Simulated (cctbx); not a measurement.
**Ca3Zn2As4 across an absorption edge**

Space group C2/m (no. 12), a = 15.7050 Å, b = 4.1780 Å, c = 6.5220 Å, α = 90.00°, β = 113.05°, γ = 90.00°.

```csv
atom,mult.,x,y,z,Ueq (Å²)
As1,4,0.0107,1/2,0.6773,0.0059
As2,4,0.2946,1/2,0.8390,0.0031
Zn1,4,0.1699,1/2,0.9728,0.0045
Ca1,2,0,0,0,0.0049
Ca2,4,0.3570,1/2,0.4164,0.0042
```

This is a model crystal, built by substitution and not relaxed, with assumed displacement parameters.

Calculated with cctbx: free-atom f′ and f″ from the Sasaki tables, no fine structure; amplitudes in electrons.

| E (eV) | F 3 1 1 | F 2 0 0 | F 1 1 1 | F 2 0 2 |
| --- | --- | --- | --- | --- |
| 11267 | 219.3 | 23.1 | 69.1 | 121.9 |
| 11617 | 218.6 | 24.0 | 68.6 | 119.3 |
| 11747 | 217.6 | 24.5 | 68.0 | 117.1 |
| 11807 | 216.6 | 24.9 | 67.3 | 114.9 |
| 11837 | 215.4 | 25.3 | 66.5 | 112.6 |
| 11852 | 214.2 | 25.8 | 65.7 | 110.3 |
| 11859 | 213.2 | 26.1 | 64.9 | 108.2 |
| 11863 | 212.1 | 26.5 | 64.2 | 106.0 |
| 11871 | 212.1 | 26.4 | 64.4 | 106.3 |
| 11875 | 213.5 | 25.9 | 65.3 | 108.9 |
| 11882 | 214.7 | 25.5 | 66.1 | 111.2 |
| 11897 | 216.0 | 25.1 | 67.0 | 113.7 |
| 11927 | 217.3 | 24.7 | 67.9 | 116.1 |
| 12017 | 219.1 | 24.2 | 69.2 | 119.4 |
| 12267 | 221.2 | 23.7 | 70.7 | 123.0 |

**Question.** Which edge is crossed, and why do the reflections move as they do?

The K edge of As. The edge is at 11867 eV. f′ of As falls from -4.2 e at 11747 eV to -7.6 e at 4 eV below it, and f″ steps from 0.50 to 3.86 e across it. Over that approach |F| changes by -3 % (3 1 1), +8 % (2 0 0), -6 % (1 1 1) and -9 % (2 0 2): a reflection falls where As scatters in phase with the total and rises where it scatters against it; it hardly moves where the As term is small or cancels by symmetry. Above the edge the larger f″ enters the imaginary part, where it can add to or cancel the other atoms' f″. The structure is centrosymmetric, so Friedel mates stay equal.

[Logs are printed without paths, hosts, clocks, repeated set-up lines and the standing remarks that a program may print on its own settings, such as how far it seeks lower states.]
